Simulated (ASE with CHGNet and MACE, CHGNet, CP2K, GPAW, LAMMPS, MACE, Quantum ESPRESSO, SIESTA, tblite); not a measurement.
**Machine-learned potentials runs on glassy 68SiO2-14MgO-11ZnO-7BaO (mol %) (75 atoms)**

Wanted: machine-learned potentials inputs and outputs for glassy 68SiO2-14MgO-11ZnO-7BaO (mol %) (75 atoms), checked against a plane-wave reference.

Main program and level: ASE with CHGNet and MACE; the method is named at each step.

**1. The structure**

The cell holds 75 atoms: 19 Si, 4 Mg, 3 Zn, 2 Ba and 47 O. Cell: a = 10.485 Å, b = 10.485 Å, c = 10.485 Å, α = 90.0°, β = 90.0°, γ = 90.0°. 75 atoms (19 Si, 4 Mg, 3 Zn, 2 Ba, 47 O) placed at random at 2.67 g/cm³, melted at 4000 K for 10 ps at fixed volume with the Morse and Coulomb pair potential with partial charges (Pedone, Malavasi, Menziani, Cormack and Segre, J. Phys. Chem. B 110, 11780 (2006)). Quenched from 4000 K to 300 K at 25 K/ps and fixed volume, held 5 ps, then minimised at fixed cell.

The yardstick, on the same geometry:

```
method                                           : Kohn-Sham DFT, PBE, SSSP efficiency 1.3.0 pseudopotentials, plane waves (Quantum ESPRESSO 7.5); sssp-pbe-1.3.0-efficiency, cutoffs 60/480 Ry, Γ point
r.m.s. force component                           : 0.9196 eV/Å
longest force                                    : 3.232 eV/Å
pressure                                         : 1.366 GPa
gap (highest filled to lowest empty level) : 2.891 eV
time                                             : 3 min on 4 MPI ranks of Arm Neoverse V2, shared host
CPU time                                         : 12 min
```

**2. CHGNet 0.3.0 potential**

Method: machine-learned interatomic potential CHGNet 0.3.0, trained on PBE(+U) plane-wave data.

run.py reads:

```python
import numpy as np
from ase.io import read
import mlip  # loads the published weights by name

atoms = read("structure.xyz")
atoms.calc = mlip.calc("chgnet-0.3.0")
energy = atoms.get_potential_energy()
forces = atoms.get_forces()
print(f"energy {energy:.6f} eV")
print("forces (eV/A)")
for i, (a, f) in enumerate(zip(atoms, forces)):
    print(f"{i:4d} {a.symbol:2s} {f[0]:10.5f} {f[1]:10.5f} {f[2]:10.5f}")
stress = -atoms.get_stress(voigt=False) * 160.21766
print("stress (GPa, compression positive)")
for row in stress:
    print(" ".join(f"{x:10.4f}" for x in row))
```

structure.xyz reads:

```xyz
75
Lattice="10.48540 0.00000 0.00000 0.00000 10.48540 0.00000 0.00000 0.00000 10.48540" Properties=species:S:1:pos:R:3 pbc="T T T"
Si 8.07386 4.45483 4.21419
Si 4.16858 8.69586 3.12287
Si 3.88159 2.66528 5.31232
Si 6.38079 0.73524 5.62531
Si 4.85579 8.46287 6.06937
Si 1.31739 1.68668 7.05709
Si 8.90913 1.43178 0.21621
Si 9.45563 6.37072 8.93398
Si 0.31603 0.36972 4.35962
Si 9.75247 8.23261 3.07233
Si 6.37890 2.92752 9.48111
Si 6.92351 7.01557 2.92364
Si 8.09127 1.57071 3.20444
Si 2.01152 5.43637 9.28912
Si 10.18321 9.09179 0.09259
Si 2.96254 1.09803 2.70785
Si 0.62231 5.43720 3.53777
Si 2.67420 8.04754 0.51808
Si 6.89960 5.66788 10.46737
Mg 8.48122 2.84867 7.19907
Mg 3.00889 5.46101 6.09789
Mg 3.07841 2.16429 9.78969
Mg 6.89866 5.46143 6.97761
Zn 1.23088 3.24817 0.96917
Zn 3.40283 10.05015 8.68485
Zn 4.47622 7.16415 8.46308
Ba 4.16061 4.69714 2.31906
Ba 8.87883 9.22967 6.96094
O 7.70436 2.00795 9.80123
O 2.44058 6.54950 10.45101
O 5.93620 6.41497 9.47450
O 7.55536 1.11093 6.59804
O 5.96326 9.64825 5.86994
O 1.58099 5.52727 4.78229
O 8.22349 1.10390 1.69717
O 2.52258 2.46071 6.20599
O 2.25688 3.99127 9.87672
O 7.93661 4.13985 5.72576
O 10.23690 9.33914 4.14278
O 3.18096 7.96660 2.05902
O 8.70655 6.52852 7.56165
O 7.74724 3.13660 3.33037
O 5.05302 1.63688 5.75156
O 2.96705 5.82852 8.05499
O 1.55111 0.60941 3.37431
O 3.93203 10.26248 2.77528
O 4.27144 4.17046 5.28475
O 0.01835 2.46805 7.42618
O 3.94828 8.47493 4.71036
O 0.45171 5.74107 8.95065
O 7.00750 5.64775 3.80033
O 2.13021 1.00649 8.29542
O 1.30994 8.90902 0.24672
O 9.70214 8.83374 1.59347
O 0.76795 0.57062 5.89961
O 6.76403 3.78124 8.20776
[... 15 atom lines left out ...]
O 3.75325 8.73612 10.08947
O 5.02020 2.15318 9.46003
O 6.98412 0.82730 4.11174
O 9.59110 4.88515 3.85915
```

Run with:

```sh
> OMP_NUM_THREADS=1 python run.py > output.txt
```

The program printed:

```text
CHGNet v0.3.0 initialized with 412,525 parameters
CHGNet will run on cpu
energy -576.673706 eV
forces (eV/A)
   0 Si    1.45194    0.29004   -1.59040
   1 Si   -0.07782    0.34138    0.22808
   2 Si   -0.96286   -2.05448    0.02928
   3 Si   -0.49815    0.05631   -0.83535
   4 Si    0.67327    0.65956   -1.11058
   5 Si    0.37975    0.04557   -1.78698
   6 Si   -0.27475   -0.19505    1.51373
   7 Si    0.22379    0.96306    1.25814
   8 Si   -0.04280    0.81216   -0.57766
   9 Si    0.46392   -0.65739   -0.86848
  10 Si    0.34948    1.04920    0.97117
  11 Si    0.48559   -0.71699   -0.80805
  12 Si    0.95212    0.13888    0.83176
  13 Si   -0.25839    1.96192    0.31199
  14 Si    0.55516   -1.09346    0.71488
  15 Si   -0.43366   -1.02076    1.83912
  16 Si   -1.53713    0.36555    0.26196
  17 Si   -1.31208   -0.02472   -0.46005
  18 Si   -0.13118   -0.20535   -0.27544
  19 Mg   -0.27168   -0.27536   -0.19752
  20 Mg   -0.47080   -0.36843   -0.42876
  21 Mg    0.60243    0.24256   -0.31722
  22 Mg    0.40993   -0.00559    0.58764
  23 Zn   -1.29304    0.16796    0.52618
[...]
67 O     0.11768    0.87574   -1.83659
  68 O     0.59757   -0.78792    0.78744
  69 O    -0.34686    0.13418   -1.04763
  70 O     0.68098   -0.00611   -0.11756
  71 O     1.78624    1.18036   -1.58176
  72 O    -1.92533   -1.07720    0.29515
  73 O    -0.70016   -0.85014   -0.75995
  74 O     0.00766   -0.10043   -0.00522
stress (GPa, compression positive)
    0.1316     1.3493    -1.3639
    1.3493     1.7269    -0.4096
   -1.3639    -0.4096     2.9943
```

Wall time 3.2 s (1 thread of Arm Neoverse V2, shared host); peak memory 0.93 GiB.

Banners, paths, timers and routine set-up lines are dropped from the logs unmarked, and long logs keep their key lines alone; longer cuts are marked.

Numbers from this run, and their distance from the reference:

```
r.m.s. force component                  : 0.8726 eV/Å
r.m.s. difference of force components   : 123.8 meV/Å
longest difference of force vectors     : 547.8 meV/Å
force difference over r.m.s. force      : 13.46 %
slope of forces against the reference's : 0.9411
correlation of force components         : 0.9918
pressure                                : 1.618 GPa
pressure difference                     : 0.2516 GPa
```

Length of the force difference by element (eV/Å):

```
element  atoms  mean  most
     Ba      2  0.17  0.24
     Mg      4  0.17  0.24
      O     47  0.16  0.33
     Si     19  0.24  0.49
     Zn      3  0.39  0.55
```

Local excerpt of 10 atoms (numbers count through the whole input) about O38, which bears the longest force; x, y, z are measured from there.

| atom | x | y | z | distance (Å) | bonds | Fx | Fy | Fz (eV/Å) |
| --- | --- | --- | --- | --- | --- | --- | --- | --- |
| O38 | 0.00 | 0.00 | 0.00 | 0.00 | 3 | -0.71 | 0.06 | 3.07 |
| Si1 | 0.14 | 0.31 | -1.51 | 1.55 | 4 | 1.45 | 0.29 | -1.59 |
| Mg20 | 0.54 | -1.29 | 1.47 | 2.03 | 4 | -0.27 | -0.28 | -0.20 |
| Mg23 | -1.04 | 1.32 | 1.25 | 2.10 | 4 | 0.41 | -0.01 | 0.59 |
| O75 | 1.65 | 0.75 | -1.87 | 2.60 | 2 | 0.01 | -0.10 | -0.01 |
| O42 | -0.19 | -1.00 | -2.40 | 2.60 | 2 | -0.58 | 0.49 | -0.73 |
| O51 | -0.93 | 1.51 | -1.93 | 2.62 | 2 | -1.18 | -0.30 | 0.64 |
| O56 | -1.17 | -0.36 | 2.48 | 2.77 | 3 | 1.28 | 0.88 | -2.64 |
| O41 | 0.77 | 2.39 | 1.84 | 3.11 | 3 | -0.91 | 0.45 | -2.07 |
| O32 | -0.38 | -3.03 | 0.87 | 3.17 | 3 | 1.55 | 0.17 | 1.64 |

Atoms are counted from 1 here, from 0 in the log.

Forces lie 13 % from the reference's, at 0.0045 times its CPU time (on 1 against 4 cores).

**3. MACE MPA-0 medium potential**

Method: machine-learned interatomic potential MACE MPA-0 medium, trained on PBE(+U) plane-wave data.

Changes to run.py since step 2:

```diff
@@ -5,3 +5,3 @@
 atoms = read("structure.xyz")
-atoms.calc = mlip.calc("chgnet-0.3.0")
+atoms.calc = mlip.calc("mace-mpa-0-medium")
 energy = atoms.get_potential_energy()
```

structure.xyz is that of step 2.

The program printed:

```text
energy -544.442262 eV
forces (eV/A)
   0 Si    1.53394    0.16979   -1.48686
   1 Si   -0.01684    0.60393    0.03651
   2 Si   -0.96055   -1.98949    0.06431
   3 Si   -0.48050    0.31968   -0.81596
   4 Si    0.74923    0.83291   -0.99964
   5 Si    0.36456    0.11822   -1.72190
   6 Si    0.07293    0.04477    1.75309
   7 Si    0.09427    0.96138    1.29708
   8 Si   -0.11136    0.86167   -0.71824
   9 Si    0.48195   -0.63875   -1.07590
  10 Si    0.27327    1.16214    0.95834
  11 Si    0.83440   -0.76102   -0.92435
  12 Si    1.05823    0.15822    1.00697
  13 Si   -0.45412    1.88734    0.22523
  14 Si    0.49957   -1.15715    0.80846
  15 Si   -0.55230   -0.97268    1.83587
  16 Si   -1.29745    0.21257    0.44693
  17 Si   -1.46385    0.12418   -0.59779
  18 Si    0.11378   -0.23279   -0.33842
  19 Mg   -0.03183   -0.30175   -0.24198
  20 Mg   -0.61269   -0.57292   -0.38025
  21 Mg    0.59899    0.38701   -0.37556
  22 Mg    0.36778   -0.05905    0.43198
  23 Zn   -1.84059    0.19186    0.68128
[...]
67 O     0.33602    0.82976   -1.86138
  68 O     0.65925   -0.76888    0.79704
  69 O    -0.38832    0.09351   -1.08479
  70 O     0.67805    0.03116   -0.12532
  71 O     1.77120    1.24806   -1.59243
  72 O    -2.02680   -1.24827    0.30370
  73 O    -0.65453   -0.87646   -0.86085
  74 O    -0.05460   -0.00195   -0.06028
stress (GPa, compression positive)
   -0.3894     1.3932    -1.6951
    1.3932     1.5400    -0.3579
   -1.6951    -0.3579     2.9152
```

Wall time 7.1 s (1 thread); peak memory 0.93 GiB.

Against the reference:

```
r.m.s. force component                  : 0.8826 eV/Å
r.m.s. difference of force components   : 65.3 meV/Å
longest difference of force vectors     : 277.2 meV/Å
force difference over r.m.s. force      : 7.101 %
slope of forces against the reference's : 0.9581
correlation of force components         : 0.9982
pressure                                : 1.355 GPa
pressure difference                     : -0.0107 GPa
```

Against the first run (13 %), the force difference from the reference is 7.1 %, at 2.1 times the CPU time.

**4. CHGNet r2SCAN potential**

Method: machine-learned interatomic potential CHGNet r2SCAN, trained on r2SCAN plane-wave data.

Changes to run.py since step 3:

```diff
@@ -5,3 +5,3 @@
 atoms = read("structure.xyz")
-atoms.calc = mlip.calc("mace-mpa-0-medium")
+atoms.calc = mlip.calc("chgnet-r2scan")
 energy = atoms.get_potential_energy()
```

structure.xyz is that of step 3.

The program printed:

```text
CHGNet vr2scan initialized with 412,525 parameters
CHGNet will run on cpu
energy -758.290100 eV
forces (eV/A)
   0 Si    1.20881    0.25144   -1.44188
   1 Si   -0.10603    0.44124    0.27962
   2 Si   -0.90021   -1.71723    0.03228
   3 Si   -0.40562    0.09529   -0.69186
   4 Si    0.60451    0.49689   -0.88229
   5 Si    0.46128    0.14926   -1.50954
   6 Si   -0.21702   -0.07642    1.22443
   7 Si    0.09387    0.82934    1.08329
   8 Si   -0.04239    0.76172   -0.50238
   9 Si    0.47727   -0.57802   -0.92258
  10 Si    0.30643    1.02257    0.76492
  11 Si    0.48587   -0.76187   -0.70930
  12 Si    0.82234    0.16366    0.79123
  13 Si   -0.18230    1.67862    0.21931
  14 Si    0.51859   -1.08702    0.63009
  15 Si   -0.38070   -0.76516    1.61435
  16 Si   -1.10579    0.25468    0.38917
  17 Si   -1.17732   -0.07826   -0.51846
  18 Si   -0.08919   -0.16662   -0.30440
  19 Mg   -0.24719   -0.22880   -0.22777
  20 Mg   -0.30967   -0.39852   -0.28455
  21 Mg    0.55566    0.20505   -0.24685
  22 Mg    0.39235   -0.09231    0.54433
  23 Zn   -1.10758    0.17917    0.46417
[...]
67 O     0.09820    0.64190   -1.36193
  68 O     0.36101   -0.50245    0.54502
  69 O    -0.28181    0.11915   -0.63792
  70 O     0.37207   -0.00487    0.03015
  71 O     1.25915    0.95166   -1.39378
  72 O    -1.45956   -0.71619    0.29719
  73 O    -0.42477   -0.58508   -0.53005
  74 O     0.02101   -0.02055   -0.04473
stress (GPa, compression positive)
   -3.4327     1.3760    -1.3095
    1.3760    -2.1023    -0.3749
   -1.3095    -0.3749    -1.1292
```

Run time: 3.1 s. Hardware: 1 thread; peak memory 0.93 GiB.

Numbers from this run, and their distance from the reference:

* r.m.s. force component: 0.676 eV/Å
* r.m.s. difference of force components: 277.4 meV/Å
* longest difference of force vectors: 852.2 meV/Å
* force difference over r.m.s. force: 30.17 %
* slope of forces against the reference's: 0.7247
* correlation of force components: 0.9858
* pressure: -2.221 GPa
* pressure difference: -3.587 GPa

Against the first run (13 %), the force difference from the reference is 30 %, at 0.96 times the CPU time; this potential was trained at another functional than the reference's, which explains only part of so large a difference.

**5. The ladder**

Differences are against the plane-wave reference, forces as r.m.s. over components; share is that over the reference's r.m.s. force, slope the least-squares factor from reference forces to these. Total energies of different programs have different zeros and aren't compared.

```csv
run,"Δ force, r.m.s. (meV/Å)",share (%),slope,Δ pressure (GPa),cores,CPU time,memory (GiB)
reference,-,-,-,-,4,12 min,3.6
CHGNet 0.3.0 potential,124,13.5,0.941,0.252,1,3.2 s,0.93
MACE MPA-0 medium potential,65.3,7.10,0.958,-0.0107,1,6.9 s,0.93
CHGNet r2SCAN potential,277,30.2,0.725,-3.59,1,3.1 s,0.93
```

Times of the machine-learned potentials are mostly Python's start and the loading of weights.

CPU time is summed over cores on a shared host, where runs went side by side, so it is rough. Symmetry, cutoffs, thresholds, outputs and thread counts weren't matched or tuned between programs; memory under MPI is the largest rank's times the ranks.

**6. Outcome**

```
nearest in forces : MACE MPA-0 medium potential, 7.1 %
its CPU time      : 6.9 s
```

Machine-learned potentials differ by 7.1 % (MACE MPA-0 medium potential) to 30 % (CHGNet r2SCAN potential); they were trained on other programs' data, some at another functional. The reference's pressure holds the uncorrected Pulay stress of its 60 Ry basis, so small pressure differences, and their order, may be the reference's own error. Machine-learned potentials mimic data converged in k, so the reference's own k-point error enters their differences. The quench rate of 25 K/ps is many orders above laboratory rates, so the cell is likely richer in defects and strain than a real sample. The network of bonds at the start is that of the classical potential that made the cell, and needn't be the one that DFT or experiment would give. The reference's stress is far from hydrostatic: its diagonal is -0.3, 1.5, 2.9 GPa, compression counted positive. The electronic-structure runs sample only Γ, in a cell whose shortest periodic width is 10 Å. Spin–orbit coupling is left out, which matters for the levels of the heavy elements.

[Also dropped from logs without a mark: logging warnings of Python, and SIESTA's first energy breakdown and zero terms.]

[Logs are printed without paths, hosts, clocks, repeated set-up lines and the standing remarks that a program may print on its own settings, such as how far it seeks lower states.]

[Hosts, paths, dates, database ids (printed as entryN), source tags and the programs' standing remarks are cut or masked in the printed files.]
